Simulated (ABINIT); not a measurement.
**Excitons of SrTiO3 (Tausonite): kernels and approximations**

Wanted: excitons and ε₂ of SrTiO3 (Tausonite), with cost.

Method: PBE and many-body steps on it, plane waves, in ABINIT 10.8.3.

## Step 1: Set-up

It takes space group Pm-3m (No. 221, cubic). The conventional cell has a = 3.905 Å, b = 3.905 Å, c = 3.905 Å, α = 90.00°, β = 90.00°, γ = 90.00°. Nearest to Sr lie 12 O at 2.76 Å. Nearest to Ti lie 6 O at 1.95 Å. O has 2 Ti at 1.95 Å and 4 Sr at 2.76 Å nearest. Farther neighbours and most contacts between anions are not listed.

The cell and positions come from the Crystallography Open Database and are kept as given unless a step says otherwise.

## Step 2: Empty states on the mesh, 4×4×4 mesh, 143 bands

This step: ABINIT 10.8.3; DFT, PBE, plane waves, norm-conserving pseudopotentials.

The sums over transitions need many empty states on a uniform mesh; this step solves for them.

Input file run.abi:

```
acell 3*1.0 Angstrom
rprim 
  3.905280000000 0.000000000000 0.000000000000
  0.000000000000 3.905280000000 0.000000000000
  0.000000000000 0.000000000000 3.905280000000
ntypat 3
znucl 38 22 8
natom 5
typat 1 2 3 3 3
xred 
  0.500000000000 0.500000000000 0.500000000000
  0.000000000000 0.000000000000 0.000000000000
  0.500000000000 0.000000000000 0.000000000000
  0.000000000000 0.500000000000 0.000000000000
  0.000000000000 0.000000000000 0.500000000000
pp_dirpath "pseudos"
pseudos "Sr.upf, Ti.upf, O.upf"
ecut 38
ngkpt 4 4 4
nshiftk 1
shiftk 0 0 0
kptopt 1
chksymbreak 0
irdden 1
istwfk *1
nband 143
prtvol 0
optdriver 6
gwr_task "HDIAGO"
paral_kgb 0
occopt 1
indata_prefix "in"
outdata_prefix "out"
tmpdata_prefix "tmp"
```

Run with:

```bash
> OMP_NUM_THREADS=1 mpirun -n 4 abinit run.abi > log
```

Output:

```text
.Version 10.8.3 of ABINIT. v10.8.2 released Aug 2026.

 Symmetries : space group Pm -3 m (#221); Bravais cP (primitive cubic)
[... echo of the input left out ...]
== DATASET  1 ==================================================================
-   mpi_nproc: 4, omp_nthreads: 1 (-1 if OMP is not activated)

--- !DatasetInfo
iteration_state: {dtset: 1, }
dimensions: {natom: 5, nkpt: 10, mband: 143, nsppol: 1, nspinor: 1, nspden: 1, mpw: 4632, }
cutoff_energies: {ecut:  38.0, pawecutdg:  -1.0, }
[...]
Indirect band gap semiconductor
 Fundamental gap:     1.908 (eV)
   VBM:     6.925 (eV) at k: [ 5.0000E-01,  5.0000E-01,  5.0000E-01]
   CBM:     8.833 (eV) at k: [ 0.0000E+00,  0.0000E+00,  0.0000E+00]
 Direct gap:         2.263 (eV) at k: [ 0.0000E+00,  0.0000E+00,  0.0000E+00]

== END DATASET(S) ==============================================================
================================================================================

 -outvars: echo values of variables after computation  --------
           etotal      0.0000000000E+00
            nband         143
             nkpt          10
          spgroup         221
 [... the other variables as echoed above ...]

 Calculation completed.
```

The job ended after 3.3 min (4 MPI ranks of Arm Neoverse V1, shared host; peak memory 4.6 GiB; 13 min of CPU time).

This step gave:

```
gap                                                           : 1.908 eV
k of the valence top                                          : 0.5, 0.5, 0.5
k of the conduction bottom                                    : 0, 0, 0
least direct gap                                              : 2.263 eV
k points computed                                             : 10
lowest point of the top converged band, above the valence top : 77.5025 eV
```

On this mesh the gap is 1.908 eV.

The density comes from a self-consistent run that is not shown.

## Step 3: Screening, 4×4×4 mesh, 135 bands, screening to 149.7 eV

The RPA dielectric matrix is built and inverted for each q.

This step: RPA screening on PBE, plane waves, norm-conserving pseudopotentials.

run.abi, as its differences from that of step 2:

```diff
@@ -23,10 +23,11 @@
 chksymbreak 0
-irdden 1
 istwfk *1
-nband 143
-prtvol 0
-optdriver 6
-gwr_task "HDIAGO"
-paral_kgb 0
 occopt 1
+irdwfk 1
+optdriver 3
+nband 135
+ecuteps 5.5
+inclvkb 2
+awtr 1
+symchi 1
 indata_prefix "in"
```

Output:

```text
.Version 10.8.3 of ABINIT. v10.8.2 released Aug 2026.

 Symmetries : space group Pm -3 m (#221); Bravais cP (primitive cubic)
[... echo of the input left out ...]
== DATASET  1 ==================================================================
-   mpi_nproc: 4, omp_nthreads: 1 (-1 if OMP is not activated)

--- !DatasetInfo
iteration_state: {dtset: 1, }
dimensions: {natom: 5, nkpt: 10, mband: 135, nsppol: 1, nspinor: 1, nspden: 1, mpw: 4632, }
cutoff_energies: {ecut:  38.0, pawecutdg:  -1.0, }
[...]
--------------------------------------------------------------------------------
[... chi0 elements left out ...]
 For q-point:  0.000010 0.000020 0.000030
  dielectric constant =   6.4019
  dielectric constant without local fields =   6.7713

  Average fulfillment of the sum rule on Im[epsilon] for q-point    1 :     66.37  [%]
[... wings left out ...]
  q-point number  2        q = ( 0.250000, 0.000000, 0.000000) [r.l.u.]
--------------------------------------------------------------------------------
[... chi0 elements left out ...]
  Average fulfillment of the sum rule on Im[epsilon] for q-point    2 :     76.89  [%]

 [... 8 further q-points ...]
```

Elapsed: 89 s, on 4 MPI ranks; peak memory 1.1 GiB.

This step gave:

```yaml
eps_infinity_with_local_fields_on_this_mesh_along_the_program_s_q_direction: 6.402
the_same_without_local_fields: 6.771
plasma_frequency: 30.43 eV
plane_waves_in_the_screening_matrix: 251
```

Local fields lower ε∞ by 5 %. On a Γ-centred mesh this coarse the value itself is usually too large, while a short band sum pulls it down.

## Step 4: Self-energy, 4×4×4 mesh, 135 bands, screening to 149.7 eV

The self-energy is evaluated for the states that the input lists, and the levels follow from it, in one-shot runs by the linearised quasiparticle equation.

This step: G0W0 on PBE, plane waves, norm-conserving pseudopotentials.

run.abi, as its differences from that of step 3:

```diff
@@ -26,8 +26,17 @@
 irdwfk 1
-optdriver 3
+optdriver 4
 nband 135
+gwcalctyp 0
+ecutsigx 38
+symsigma 1
+nkptgw 2
+kptgw 
+  0.5000000000 0.5000000000 0.5000000000
+  0.0000000000 0.0000000000 0.0000000000
+bdgw 
+  18 23
+  18 23
 ecuteps 5.5
-inclvkb 2
-awtr 1
-symchi 1
+irdscr 1
+ppmodel 1
 indata_prefix "in"
```

Output:

```text
.Version 10.8.3 of ABINIT. v10.8.2 released Aug 2026.

 Symmetries : space group Pm -3 m (#221); Bravais cP (primitive cubic)
[... echo of the input left out ...]
== DATASET  1 ==================================================================
-   mpi_nproc: 4, omp_nthreads: 1 (-1 if OMP is not activated)

--- !DatasetInfo
iteration_state: {dtset: 1, }
dimensions: {natom: 5, nkpt: 10, mband: 135, nsppol: 1, nspinor: 1, nspden: 1, mpw: 4632, }
cutoff_energies: {ecut:  38.0, pawecutdg:  -1.0, }
[...]
Band     E0 <VxcDFT>   SigX SigC(E0)      Z dSigC/dE  Sig(E)    E-E0       E
[...]
22   8.833 -18.883 -11.450  -5.484   0.781  -0.280 -17.360   1.523  10.356
       23   8.833 -18.883 -11.450  -5.484   0.781  -0.280 -17.360   1.523  10.356

== END DATASET(S) ==============================================================
================================================================================

 -outvars: echo values of variables after computation  --------
           etotal      0.0000000000E+00
            nband         135
             nkpt          10
          spgroup         221
 [... the other variables as echoed above ...]

 Calculation completed.
```

Elapsed: 17 s, on 4 MPI ranks; peak memory 1 GiB; 68 s of CPU time.

This step gave:

| Quantity | Value |
| --- | --- |
| G0W0 gap on the points computed | 3.481 eV |
| starting gap on the mesh | 1.908 eV |
| k of the valence top | 0.5, 0.5, 0.5 |
| k of the conduction bottom | 0, 0, 0 |
| least direct G0W0 gap on the computed points | 3.848 eV |

The gap on the mesh goes from 1.91 eV to 3.48 eV, a correction of +1.57 eV.

The gap opens by 1.573 eV; the next steps shift the empty bands rigidly by 1.573 eV.

## Step 5: Excitons

Optical absorption needs the electron-hole interaction, solved here in a basis of vertical transitions on the mesh.

This step: Bethe-Salpeter equation on PBE with a scissors shift, plane waves, norm-conserving pseudopotentials.

run.abi, as its differences from that of step 4:

```diff
@@ -26,17 +26,17 @@
 irdwfk 1
-optdriver 4
-nband 135
-gwcalctyp 0
-ecutsigx 38
-symsigma 1
-nkptgw 2
-kptgw 
-  0.5000000000 0.5000000000 0.5000000000
-  0.0000000000 0.0000000000 0.0000000000
-bdgw 
-  18 23
-  18 23
-ecuteps 5.5
+optdriver 99
+bs_calctype 1
+mbpt_sciss 1.573 eV
+bs_loband 15
+nband 26
+bs_exchange_term 1
+bs_coulomb_term 11
+bs_coupling 0
+bs_algorithm 1
+bs_freq_mesh 0 10 0.1 eV
+zcut 0.15 eV
+ecuteps 4
+ecutwfn 19
+inclvkb 2
 irdscr 1
-ppmodel 1
 indata_prefix "in"
```

Output:

```text
.Version 10.8.3 of ABINIT. v10.8.2 released Aug 2026.

 Symmetries : space group Pm -3 m (#221); Bravais cP (primitive cubic)
[... echo of the input left out ...]
== DATASET  1 ==================================================================
-   mpi_nproc: 4, omp_nthreads: 1 (-1 if OMP is not activated)

--- !DatasetInfo
iteration_state: {dtset: 1, }
dimensions: {natom: 5, nkpt: 10, mband: 26, nsppol: 1, nspinor: 1, nspden: 1, mpw: 1622, }
cutoff_energies: {ecut:  19.0, pawecutdg:  -1.0, }
electrons: {nelect:   4.00000000E+01, charge:   0.00000000E+00, occopt:   1.00000000E+00, tsmear:   1.00000000E-02, }

 Exciton: Calculation of dielectric properties by solving the Bethe-Salpeter equation
 in frequency domain and reciprocal space on a transitions basis set.
 Based on a program developed by L. Reining, V. Olevano, F. Sottile,
 S. Albrecht, and G. Onida. Incorporated in ABINIT by M. Giantomassi.

.Using double precision arithmetic ; gwpc =  8

[... cell and pseudopotentials left out ...]
--------------------------------------------------------------------------------

 ==== K-mesh for the wavefunctions ====
 Number of points in the irreducible wedge :    10
[... list of points left out ...]
 Together with 48 symmetry operations and time-reversal symmetry
 yields    64 points in the full Brillouin Zone.

 ==== Q-mesh for the screening function ====
 Number of points in the irreducible wedge :    10
[... list of points left out ...]
 Together with 48 symmetry operations and time-reversal symmetry
 yields    64 points in the full Brillouin Zone.

 vcoul_init : cutoff-mode = AUXILIARY_FUNCTION
 q-points for optical limit:   1
     1)      0.000010    0.000020    0.000030
 setmesh: FFT mesh size selected  =    24x   24x   24
          total number of points  =        13824

 ==== Fundamental parameters for the solution of the Bethe-Salpeter equation: ====
 Algorithm: Direct diagonalization.
 Dimension of the v, W matrices,  npweps  = 171
 Cutoff for the wavefunctions,    npwwfn  = 1575
 Number of k-points in the IBZ,   nkibz   = 10
 Highest empty band included,     nband   = 26
 === Spin UP ===
 Number of resonant transitions          2304
 Lowest occupied state                   15
 Highest occupied state                  20
 Lowest unoccupied state                 21
 Highest unoccupied state                26
 Minimum frequency [eV]           Emin    =   0.00
 Maximum frequency [eV]           Emax    =  10.00
 Frequency step [eV]              dE      =   0.10
 Lorentzian broadening [eV]       eta     =   0.15
 RPA L0 with KS energies and KS wavefunctions
 Scissors operator energy [eV] =          1.57
 Local fields effects (v term) included
 Excitonic effects (W term) included
 Full W_GG' included
 W is read from an external SCR file
 Resonant-only calculation (Hermitian case)

 Calculating epsilon_Macro(q-->0,w), along the following directions:
 q = (  1.174549  0.000000  0.000000) [r.l.u.]
 q = (  0.000000  1.174549  0.000000) [r.l.u.]
 q = (  0.000000  0.000000  1.174549) [r.l.u.]
 q = (  1.174549  0.000000  0.000000) [r.l.u.]
 q = (  0.000000  1.174549  0.000000) [r.l.u.]
 q = (  0.000000  0.000000  1.174549) [r.l.u.]
 Number of electrons calculated from density =   39.9718; Expected =   40.0000
 average of density, n =  0.099449
 r_s =    1.3390
 omega_plasma =   30.4198 [eV]

. Writing resonant excitonic Hamiltonian on file out_BSR; file size=   0.04 [Gb].
 Direct diagonalization of the resonant excitonic Hamiltonian, Matrix size= 2304
. Using LAPACK sequential version.
 Excitonic eigenvalues in eV up to n=   32
   3.37987   3.37993   3.37996   3.38774   3.38777   3.38782   3.41181   3.41183
   3.41458   3.69564   3.69571   3.69582   3.70290   3.70296   3.70305   3.77715
   3.77716   3.77717   3.77751   3.77751   3.77752   3.99141   3.99143   3.99147
   3.99257   3.99261   3.99263   4.19421   4.19467   4.19550   4.22436   4.22441

 First excitonic eigenvalue=    3.38 [eV]
 Last  excitonic eigenvalue=   13.80 [eV]

 GW  direct gap       3.84  0.00 [eV]
 EXC direct gap       3.38  0.00 [eV]
 EXC binding energy   0.46  0.00 [eV]

 Excitonic eigenvalues up to the GW energy gap [eV]
  1 (  3.38  0.00)
  2 (  3.38  0.00)
  3 (  3.38  0.00)
  4 (  3.39  0.00)
  5 (  3.39  0.00)
  6 (  3.39  0.00)
[...]
19 (  3.78  0.00)
 20 (  3.78  0.00)
 21 (  3.78  0.00)

 Macroscopic dielectric function:
 omega [eV] <KS_RPA_nlf>  <GW_RPA_nlf>  <BSE>
   0.0000   5.0588   0.0000   3.9633   0.0000   4.4999   0.0000
   0.1000   5.0615   0.0083   3.9642   0.0027   4.5014   0.0046
   0.2000   5.0698   0.0168   3.9669   0.0054   4.5059   0.0092
   0.3000   5.0837   0.0254   3.9713   0.0081   4.5136   0.0138
   0.4000   5.1034   0.0344   3.9776   0.0108   4.5243   0.0186
   0.5000   5.1292   0.0438   3.9857   0.0136   4.5383   0.0235
   0.6000   5.1613   0.0539   3.9957   0.0165   4.5555   0.0286
   0.7000   5.2004   0.0648   4.0076   0.0194   4.5762   0.0338
   0.8000   5.2469   0.0767   4.0215   0.0225   4.6005   0.0394
   0.9000   5.3015   0.0899   4.0375   0.0256   4.6285   0.0452

 Writing KS-RPA macroscopic dielectric function without local fields to file: out_RPA_NLF_MDF
 Writing GW-RPA macroscopic dielectric function without local fields to file: out_GW_NLF_MDF
 Writing EXC Macroscopic dielectric function to file: out_EXC_MDF

== END DATASET(S) ==============================================================
================================================================================

 -outvars: echo values of variables after computation  --------
           etotal      0.0000000000E+00
            nband          26
             nkpt          10
          spgroup         221
 [... the other variables as echoed above ...]

 Calculation completed.
```

Wall time 3.3 min (4 MPI ranks); peak memory 0.5 GiB; 13 min of CPU time.

Numbers from this step:

| Property | Result |
| --- | --- |
| direct gap of the transition levels | 3.836 eV |
| transitions in the window | 2304 |
| first strong exciton (over a fiftieth of the strongest listed) | 3.388 eV |
| lowest state | 3.380 eV |
| binding of the lowest state below the direct gap | 0.4563 eV |
| Coulomb term of one mesh cell | 0.4089 eV |

The binding is 1.1 times the screened Coulomb term of one mesh cell (0.41 eV), so it is not shown settled.

The lowest state lies at 3.380 eV, 0.456 eV under the direct gap.

Lines within 3 meV are set at the lowest of them, and the highest group, which the list may cut short, is left out. Exciton lines, with heights relative to the strongest:

| position (eV) | lines merged | oscillator strength, relative |
| --- | --- | --- |
| 3.380 | 3 | 0.0 |
| 3.388 | 3 | 80 |
| 3.412 | 3 | 0.0 |
| 3.696 | 3 | 0.0 |
| 3.703 | 3 | 100 |

Mean over the three Cartesian directions of q; broadening 0.15 eV; transition window only. Limits: finite bands, cutoff and mesh; no spin-orbit coupling; coarse k mesh; exciton not shown settled in the k mesh. ε₂ against photon energy; read off at these points:

| photon energy (eV) | BSE | no electron-hole interaction | Kohn-Sham, no shift |
| --- | --- | --- | --- |
| 0.00 | 0 | 0 | 0 |
| 0.30 | 0.0138 | 0.00807 | 0.0254 |
| 0.70 | 0.0338 | 0.0194 | 0.0648 |
| 1.00 | 0.0514 | 0.0289 | 0.105 |
| 1.40 | 0.0815 | 0.0439 | 0.194 |
| 1.70 | 0.113 | 0.0581 | 0.340 |
| 2.10 | 0.180 | 0.0836 | 1.23 |
| 2.40 | 0.271 | 0.111 | 2.95 |
| 2.80 | 0.574 | 0.173 | 4.45 |
| 3.10 | 1.51 | 0.264 | 3.34 |
| 3.40 | 5.96 | 0.480 | 1.48 |
| 3.70 | 7.20 | 1.41 | 2.78 |
| 3.80 | 5.52 | 2.22 | 3.78 |
| 4.10 | 3.79 | 4.92 | 7.81 |
| 4.50 | 2.37 | 3.50 | 11.2 |
| 4.80 | 5.37 | 2.10 | 7.49 |
| 5.10 | 12.3 | 1.64 | 6.00 |
| 5.20 | 9.71 | 2.13 | 4.41 |
| 5.50 | 6.52 | 4.96 | 2.14 |
| 5.80 | 9.57 | 7.27 | 2.99 |
| 5.90 | 7.64 | 8.90 | 3.64 |
| 6.20 | 3.56 | 9.99 | 5.33 |
| 6.60 | 1.66 | 6.82 | 3.66 |
| 6.90 | 3.30 | 2.89 | 2.17 |
| 7.10 | 7.21 | 2.12 | 2.72 |
| 7.20 | 5.41 | 2.29 | 2.20 |
| 7.60 | 2.89 | 5.57 | 1.68 |
| 7.90 | 1.52 | 5.32 | 2.92 |
| 8.30 | 1.88 | 2.31 | 3.24 |
| 8.60 | 1.53 | 2.77 | 1.73 |
| 9.00 | 2.30 | 1.88 | 0.723 |
| 9.30 | 2.94 | 2.01 | 1.00 |
| 9.70 | 1.63 | 3.19 | 1.07 |
| 10.00 | 0.724 | 2.81 | 0.771 |

## Step 6: Triplet (no exchange term)

run.abi, as its differences from that of step 5:

```diff
@@ -29,5 +29,5 @@
 mbpt_sciss 1.573 eV
-bs_loband 15
-nband 26
-bs_exchange_term 1
+bs_loband 14
+nband 25
+bs_exchange_term 0
 bs_coulomb_term 11
@@ -35,3 +35,3 @@
 bs_algorithm 1
-bs_freq_mesh 0 10 0.1 eV
+bs_freq_mesh 0 8 0.05 eV
 zcut 0.15 eV
```

Output:

```text
.Version 10.8.3 of ABINIT. v10.8.2 released Aug 2026.

 Symmetries : space group Pm -3 m (#221); Bravais cP (primitive cubic)
[... echo of the input left out ...]
== DATASET  1 ==================================================================
-   mpi_nproc: 4, omp_nthreads: 1 (-1 if OMP is not activated)

--- !DatasetInfo
iteration_state: {dtset: 1, }
dimensions: {natom: 5, nkpt: 10, mband: 25, nsppol: 1, nspinor: 1, nspden: 1, mpw: 1622, }
cutoff_energies: {ecut:  19.0, pawecutdg:  -1.0, }
electrons: {nelect:   4.00000000E+01, charge:   0.00000000E+00, occopt:   1.00000000E+00, tsmear:   1.00000000E-02, }

 Exciton: Calculation of dielectric properties by solving the Bethe-Salpeter equation
 in frequency domain and reciprocal space on a transitions basis set.
 Based on a program developed by L. Reining, V. Olevano, F. Sottile,
 S. Albrecht, and G. Onida. Incorporated in ABINIT by M. Giantomassi.

.Using double precision arithmetic ; gwpc =  8

[... cell and pseudopotentials left out ...]
--------------------------------------------------------------------------------

 ==== K-mesh for the wavefunctions ====
 Number of points in the irreducible wedge :    10
[... list of points left out ...]
 Together with 48 symmetry operations and time-reversal symmetry
 yields    64 points in the full Brillouin Zone.

 ==== Q-mesh for the screening function ====
 Number of points in the irreducible wedge :    10
[... list of points left out ...]
 Together with 48 symmetry operations and time-reversal symmetry
 yields    64 points in the full Brillouin Zone.

 vcoul_init : cutoff-mode = AUXILIARY_FUNCTION
 q-points for optical limit:   1
     1)      0.000010    0.000020    0.000030
 setmesh: FFT mesh size selected  =    24x   24x   24
[...]
average of density, n =  0.099449
 r_s =    1.3390
 omega_plasma =   30.4198 [eV]

. Writing resonant excitonic Hamiltonian on file out_BSR; file size=   0.04 [Gb].
 Direct diagonalization of the resonant excitonic Hamiltonian, Matrix size= 2240
. Using LAPACK sequential version.
 Excitonic eigenvalues in eV up to n=   32
   3.37363   3.37372   3.37390   3.37471   3.37483   3.37492   3.41083   3.41088
   3.41324   3.68941   3.68947   3.68964   3.69212   3.69222   3.69237   3.77636
   3.77637   3.77637   3.77704   3.77704   3.77705   3.99004   3.99007   3.99013
   3.99081   3.99084   3.99090   4.18971   4.19046   4.19372   4.21944   4.21961

 First excitonic eigenvalue=    3.37 [eV]
 Last  excitonic eigenvalue=   13.30 [eV]

 GW  direct gap       3.84  0.00 [eV]
 EXC direct gap       3.37  0.00 [eV]
 EXC binding energy   0.46  0.00 [eV]

 Excitonic eigenvalues up to the GW energy gap [eV]
  1 (  3.37  0.00)
  2 (  3.37  0.00)
  3 (  3.37  0.00)
[...]
20 (  3.78  0.00)
 21 (  3.78  0.00)

 Macroscopic dielectric function:
 omega [eV] <KS_RPA_nlf>  <GW_RPA_nlf>  <BSE>
   0.0000   4.9742   0.0000   3.8892   0.0000   4.5052   0.0000
   0.0500   4.9749   0.0042   3.8894   0.0013   4.5056   0.0024
   0.1000   4.9770   0.0083   3.8901   0.0027   4.5068   0.0048
[...]
0.4000   5.0188   0.0343   3.9034   0.0108   4.5311   0.0197
   0.4500   5.0309   0.0390   3.9072   0.0122   4.5381   0.0223

 Writing KS-RPA macroscopic dielectric function without local fields to file: out_RPA_NLF_MDF
 Writing GW-RPA macroscopic dielectric function without local fields to file: out_GW_NLF_MDF
 Writing EXC Macroscopic dielectric function to file: out_EXC_MDF

== END DATASET(S) ==============================================================
================================================================================

 -outvars: echo values of variables after computation  --------
           etotal      0.0000000000E+00
            nband          25
             nkpt          10
          spgroup         221
 [... the other variables as echoed above ...]

 Calculation completed.
```

Wall time 3 min (4 MPI ranks); peak memory 0.49 GiB; 12 min of CPU time.

The lowest triplet lies at 3.374 eV; without spin-orbit coupling triplets are dark, so no spectrum is read.

(Part 1 of 3 ends here.)

[Paths, hosts, dates, memory and timing lines, banners, echoed tables and standing remarks are left out of the program output.]

[Logs are printed without paths, hosts, clocks, repeated set-up lines and the standing remarks that a program may print on its own settings, such as how far it seeks lower states.]

[Runs of the session that timed out or met a known fault of the program may be left out.]

[Hosts, paths, dates, database ids (printed as entryN), source tags and the programs' standing remarks are cut or masked in the printed files.]

[G0W0 gaps are taken among the corrected bands and points alone; a level outside them can change the order at an edge.]

[Where Ansatz stands beside ABINIT at settings called matched, ABINIT's density can come from a denser mesh and the files from another edition; pairs whose starting gaps differed by over 0.03 eV were left out, so agreement reads better than it is.]
